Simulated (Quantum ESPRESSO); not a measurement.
# Magnetic state of Mn2Ga2S5 from several starts, part 3 of 3

Does Mn2Ga2S5 prefer parallel or opposed moments?

Quantum ESPRESSO 7.5; LDA with U = 4 eV on Mn d (ortho-atomic projectors); plane waves with GBRV 1.5 LDA potentials, no spin-orbit coupling.

So far, absolute magnetization (μB): step 2 (run 1 (ferro ++)) 9.98; step 3 (start 2: antiferro +−) 9.64; step 5 (the lowest state again, with its states saved) 9.64.

## (6) Löwdin moments

Level of this step: LDA with U = 4 eV on Mn d (ortho-atomic projectors); plane waves with GBRV 1.5 LDA potentials, no spin-orbit coupling, projections on orthogonalised atomic orbitals (Quantum ESPRESSO).

projwfc.x projects the saved states on orthogonalised atomic orbitals of the pseudopotential files.

The log of the run:

```text
[banner, memory and clock lines left out]
Program PROJWFC v.7.5 starts

     [... lines left out ...]
     IMPORTANT: XC functional enforced from input :
     Exchange-correlation= PZ
                           (   1   1   0   0   0   0   0)
     Any further DFT definition will be discarded
     Please, verify this is what you really want

     G-vector sticks info

     Check: negative core charge=   -0.000018

     Gaussian broadening (read from input): ngauss,degauss=   0    0.010000

     Calling projwave ....

  Problem Sizes
  natomwfc =           70
  nbnd     =           67
  nkstot   =           28
  npwx     =         5364
  nkb      =          162

     Atomic states used for projection
     (read from pseudopotential files):

     state #   1: atom   1 (Mn1), wfc  1 (l=0 m= 1)
     state #   2: atom   1 (Mn1), wfc  2 (l=1 m= 1)
     state #   3: atom   1 (Mn1), wfc  2 (l=1 m= 2)
     state #   4: atom   1 (Mn1), wfc  2 (l=1 m= 3)
     state #   5: atom   1 (Mn1), wfc  3 (l=0 m= 1)
     state #   6: atom   1 (Mn1), wfc  4 (l=2 m= 1)
     state #   7: atom   1 (Mn1), wfc  4 (l=2 m= 2)
     state #   8: atom   1 (Mn1), wfc  4 (l=2 m= 3)
     state #   9: atom   1 (Mn1), wfc  4 (l=2 m= 4)
     state #  10: atom   1 (Mn1), wfc  4 (l=2 m= 5)
     state #  11: atom   1 (Mn1), wfc  5 (l=1 m= 1)
     state #  12: atom   1 (Mn1), wfc  5 (l=1 m= 2)
     state #  13: atom   1 (Mn1), wfc  5 (l=1 m= 3)
     state #  14: atom   2 (Mn2), wfc  1 (l=0 m= 1)
     state #  15: atom   2 (Mn2), wfc  2 (l=1 m= 1)
     state #  16: atom   2 (Mn2), wfc  2 (l=1 m= 2)
     state #  17: atom   2 (Mn2), wfc  2 (l=1 m= 3)
     state #  18: atom   2 (Mn2), wfc  3 (l=0 m= 1)
     state #  19: atom   2 (Mn2), wfc  4 (l=2 m= 1)
     state #  20: atom   2 (Mn2), wfc  4 (l=2 m= 2)
     state #  21: atom   2 (Mn2), wfc  4 (l=2 m= 3)
     state #  22: atom   2 (Mn2), wfc  4 (l=2 m= 4)
     state #  23: atom   2 (Mn2), wfc  4 (l=2 m= 5)
     state #  24: atom   2 (Mn2), wfc  5 (l=1 m= 1)
     state #  25: atom   2 (Mn2), wfc  5 (l=1 m= 2)
     state #  26: atom   2 (Mn2), wfc  5 (l=1 m= 3)
     state #  27: atom   3 (Ga ), wfc  1 (l=1 m= 1)
     state #  28: atom   3 (Ga ), wfc  1 (l=1 m= 2)
     state #  29: atom   3 (Ga ), wfc  1 (l=1 m= 3)
     state #  30: atom   3 (Ga ), wfc  2 (l=2 m= 1)
     state #  31: atom   3 (Ga ), wfc  2 (l=2 m= 2)
     state #  32: atom   3 (Ga ), wfc  2 (l=2 m= 3)
     state #  33: atom   3 (Ga ), wfc  2 (l=2 m= 4)
     state #  34: atom   3 (Ga ), wfc  2 (l=2 m= 5)
     state #  35: atom   3 (Ga ), wfc  3 (l=0 m= 1)
     state #  36: atom   3 (Ga ), wfc  4 (l=1 m= 1)
     state #  37: atom   3 (Ga ), wfc  4 (l=1 m= 2)
     state #  38: atom   3 (Ga ), wfc  4 (l=1 m= 3)
     state #  39: atom   4 (Ga ), wfc  1 (l=1 m= 1)
     state #  40: atom   4 (Ga ), wfc  1 (l=1 m= 2)
     state #  41: atom   4 (Ga ), wfc  1 (l=1 m= 3)
     state #  42: atom   4 (Ga ), wfc  2 (l=2 m= 1)
     state #  43: atom   4 (Ga ), wfc  2 (l=2 m= 2)
     state #  44: atom   4 (Ga ), wfc  2 (l=2 m= 3)
     state #  45: atom   4 (Ga ), wfc  2 (l=2 m= 4)
     state #  46: atom   4 (Ga ), wfc  2 (l=2 m= 5)
     state #  47: atom   4 (Ga ), wfc  3 (l=0 m= 1)
     state #  48: atom   4 (Ga ), wfc  4 (l=1 m= 1)
     state #  49: atom   4 (Ga ), wfc  4 (l=1 m= 2)
     state #  50: atom   4 (Ga ), wfc  4 (l=1 m= 3)
     state #  51: atom   5 (S  ), wfc  1 (l=0 m= 1)
     state #  52: atom   5 (S  ), wfc  2 (l=1 m= 1)
     state #  53: atom   5 (S  ), wfc  2 (l=1 m= 2)
     state #  54: atom   5 (S  ), wfc  2 (l=1 m= 3)
     state #  55: atom   6 (S  ), wfc  1 (l=0 m= 1)
     state #  56: atom   6 (S  ), wfc  2 (l=1 m= 1)
     state #  57: atom   6 (S  ), wfc  2 (l=1 m= 2)
     state #  58: atom   6 (S  ), wfc  2 (l=1 m= 3)
     state #  59: atom   7 (S  ), wfc  1 (l=0 m= 1)
     state #  60: atom   7 (S  ), wfc  2 (l=1 m= 1)
     state #  61: atom   7 (S  ), wfc  2 (l=1 m= 2)
     state #  62: atom   7 (S  ), wfc  2 (l=1 m= 3)
     state #  63: atom   8 (S  ), wfc  1 (l=0 m= 1)
[...]
spin up      =   9.3268, p =  3.8216, pz=  1.2935, px=  1.2640, py=  1.2640,
                 spin up      =   9.3268, d =  4.9959, dz2=  0.9986, dxz=  0.9994, dyz=  0.9994, dx2-y2=  0.9993, dxy=  0.9993,
                 spin down    =   9.3547, s =  0.5181,
                 spin down    =   9.3547, p =  3.8406, pz=  1.2981, px=  1.2713, py=  1.2713,
                 spin down    =   9.3547, d =  4.9960, dz2=  0.9986, dxz=  0.9994, dyz=  0.9994, dx2-y2=  0.9993, dxy=  0.9993,
                 polarization =  -0.0279, s = -0.0088, p = -0.0190, d = -0.0001,
     Atom #   4: total charge =  18.6816, s =  1.0275, p =  7.6622, d =  9.9919,
                 spin up      =   9.3547, s =  0.5181,
                 spin up      =   9.3547, p =  3.8406, pz=  1.2981, px=  1.2713, py=  1.2713,
                 spin up      =   9.3547, d =  4.9960, dz2=  0.9986, dxz=  0.9994, dyz=  0.9994, dx2-y2=  0.9993, dxy=  0.9993,
                 spin down    =   9.3268, s =  0.5094,
                 spin down    =   9.3268, p =  3.8216, pz=  1.2935, px=  1.2640, py=  1.2640,
                 spin down    =   9.3268, d =  4.9959, dz2=  0.9986, dxz=  0.9994, dyz=  0.9994, dx2-y2=  0.9993, dxy=  0.9993,
                 polarization =   0.0279, s =  0.0088, p =  0.0191, d =  0.0001,
     Atom #   5: total charge =   6.0254, s =  1.5500, p =  4.4754, d =  0.0000,
                 spin up      =   3.0127, s =  0.7750,
                 spin up      =   3.0127, p =  2.2377, pz=  0.7492, px=  0.7442, py=  0.7442,
                 spin up      =   3.0127, d =  0.0000, dz2=  0.0000, dxz=  0.0000, dyz=  0.0000, dx2-y2=  0.0000, dxy=  0.0000,
                 spin down    =   3.0127, s =  0.7750,
                 spin down    =   3.0127, p =  2.2377, pz=  0.7493, px=  0.7442, py=  0.7442,
                 spin down    =   3.0127, d =  0.0000, dz2=  0.0000, dxz=  0.0000, dyz=  0.0000, dx2-y2=  0.0000, dxy=  0.0000,
                 polarization =  -0.0000, s = -0.0000, p = -0.0000, d =  0.0000,
     Atom #   6: total charge =   6.0280, s =  1.5524, p =  4.4757, d =  0.0000,
                 spin up      =   2.9806, s =  0.7664,
                 spin up      =   2.9806, p =  2.2142, pz=  0.6464, px=  0.7839, py=  0.7839,
                 spin up      =   2.9806, d =  0.0000, dz2=  0.0000, dxz=  0.0000, dyz=  0.0000, dx2-y2=  0.0000, dxy=  0.0000,
                 spin down    =   3.0474, s =  0.7860,
                 spin down    =   3.0474, p =  2.2614, pz=  0.6399, px=  0.8108, py=  0.8108,
                 spin down    =   3.0474, d =  0.0000, dz2=  0.0000, dxz=  0.0000, dyz=  0.0000, dx2-y2=  0.0000, dxy=  0.0000,
                 polarization =  -0.0668, s = -0.0196, p = -0.0472, d =  0.0000,
     Atom #   7: total charge =   6.0280, s =  1.5524, p =  4.4757, d =  0.0000,
                 spin up      =   3.0474, s =  0.7860,
                 spin up      =   3.0474, p =  2.2614, pz=  0.6399, px=  0.8108, py=  0.8108,
                 spin up      =   3.0474, d =  0.0000, dz2=  0.0000, dxz=  0.0000, dyz=  0.0000, dx2-y2=  0.0000, dxy=  0.0000,
                 spin down    =   2.9806, s =  0.7664,
                 spin down    =   2.9806, p =  2.2142, pz=  0.6464, px=  0.7839, py=  0.7839,
                 spin down    =   2.9806, d =  0.0000, dz2=  0.0000, dxz=  0.0000, dyz=  0.0000, dx2-y2=  0.0000, dxy=  0.0000,
                 polarization =   0.0668, s =  0.0196, p =  0.0472, d =  0.0000,
     Atom #   8: total charge =   6.1310, s =  1.7114, p =  4.4196, d =  0.0000,
                 spin up      =   3.0760, s =  0.8560,
                 spin up      =   3.0760, p =  2.2200, pz=  0.8325, px=  0.6937, py=  0.6937,
                 spin up      =   3.0760, d =  0.0000, dz2=  0.0000, dxz=  0.0000, dyz=  0.0000, dx2-y2=  0.0000, dxy=  0.0000,
                 spin down    =   3.0550, s =  0.8553,
                 spin down    =   3.0550, p =  2.1997, pz=  0.8236, px=  0.6881, py=  0.6881,
                 spin down    =   3.0550, d =  0.0000, dz2=  0.0000, dxz=  0.0000, dyz=  0.0000, dx2-y2=  0.0000, dxy=  0.0000,
                 polarization =   0.0210, s =  0.0007, p =  0.0203, d =  0.0000,
     Atom #   9: total charge =   6.1310, s =  1.7114, p =  4.4196, d =  0.0000,
                 spin up      =   3.0550, s =  0.8553,
                 spin up      =   3.0550, p =  2.1997, pz=  0.8236, px=  0.6880, py=  0.6880,
                 spin up      =   3.0550, d =  0.0000, dz2=  0.0000, dxz=  0.0000, dyz=  0.0000, dx2-y2=  0.0000, dxy=  0.0000,
                 spin down    =   3.0760, s =  0.8560,
                 spin down    =   3.0760, p =  2.2200, pz=  0.8325, px=  0.6937, py=  0.6937,
                 spin down    =   3.0760, d =  0.0000, dz2=  0.0000, dxz=  0.0000, dyz=  0.0000, dx2-y2=  0.0000, dxy=  0.0000,
                 polarization =  -0.0210, s = -0.0007, p = -0.0203, d =  0.0000,
     Spilling Parameter:   0.0019
```

Elapsed: 3.1 s, on 4 MPI ranks of Intel Xeon 6975P-C (Granite Rapids), shared host; peak memory 0.26 GiB; 11 s of CPU time.

| atom | moment in the sphere (μB) | Löwdin moment (μB) | Löwdin charge (e) |
| --- | --- | --- | --- |
| Mn1 | 4.332 | 4.703 | 15.053 |
| Mn2 | -4.332 | -4.703 | 15.053 |
| Ga3 | -0.009 | -0.028 | 18.682 |
| Ga4 | 0.009 | 0.028 | 18.682 |
| S5 | 0.000 | 0.000 | 6.025 |
| S6 | -0.045 | -0.067 | 6.028 |
| S7 | 0.045 | 0.067 | 6.028 |
| S8 | 0.013 | 0.021 | 6.131 |
| S9 | -0.013 | -0.021 | 6.131 |

## (7) Occupations of the corrected shells in the lowest state

Occupations of the Hubbard shells:

| block | type | shell | spin | electrons | occupation numbers |
| --- | --- | --- | --- | --- | --- |
| 1 | Mn1 | 3d | up | 4.955 | 0.986 0.986 0.993 0.995 0.995 |
| 1 | Mn1 | 3d | down | 0.3346 | 0.020 0.026 0.026 0.131 0.131 |
| 2 | Mn2 | 3d | up | 0.3346 | 0.020 0.026 0.026 0.131 0.131 |
| 2 | Mn2 | 3d | down | 4.955 | 0.986 0.986 0.993 0.995 0.995 |

## (8) What came out

- lowest state found: antiferromagnetic (from antiferro +-)
- largest site moment: 4.33 μB
- next state with moments: ferromagnetic, 27.2 meV a seeded atom higher

In words: The largest moment reads 4.33 μB in the sphere and 4.70 μB by Löwdin projection; a site moment hangs on how space is shared out. Only these 2 starts were compared; other wavevectors, canted and longer-period orders were not.

[Logs and program files are shortened in this print: banners, set-up blocks, solver, clock and traceback lines can be left out without a mark of their own.]

[Logs are printed without paths, hosts, clocks, repeated set-up lines and the standing remarks that a program may print on its own settings, such as how far it seeks lower states.]

[Hosts, paths, dates, database ids (printed as entryN), source tags and the programs' standing remarks are cut or masked in the printed files.]

[Where a cell is said to come from a database of computed structures, the database is the Materials Project.]
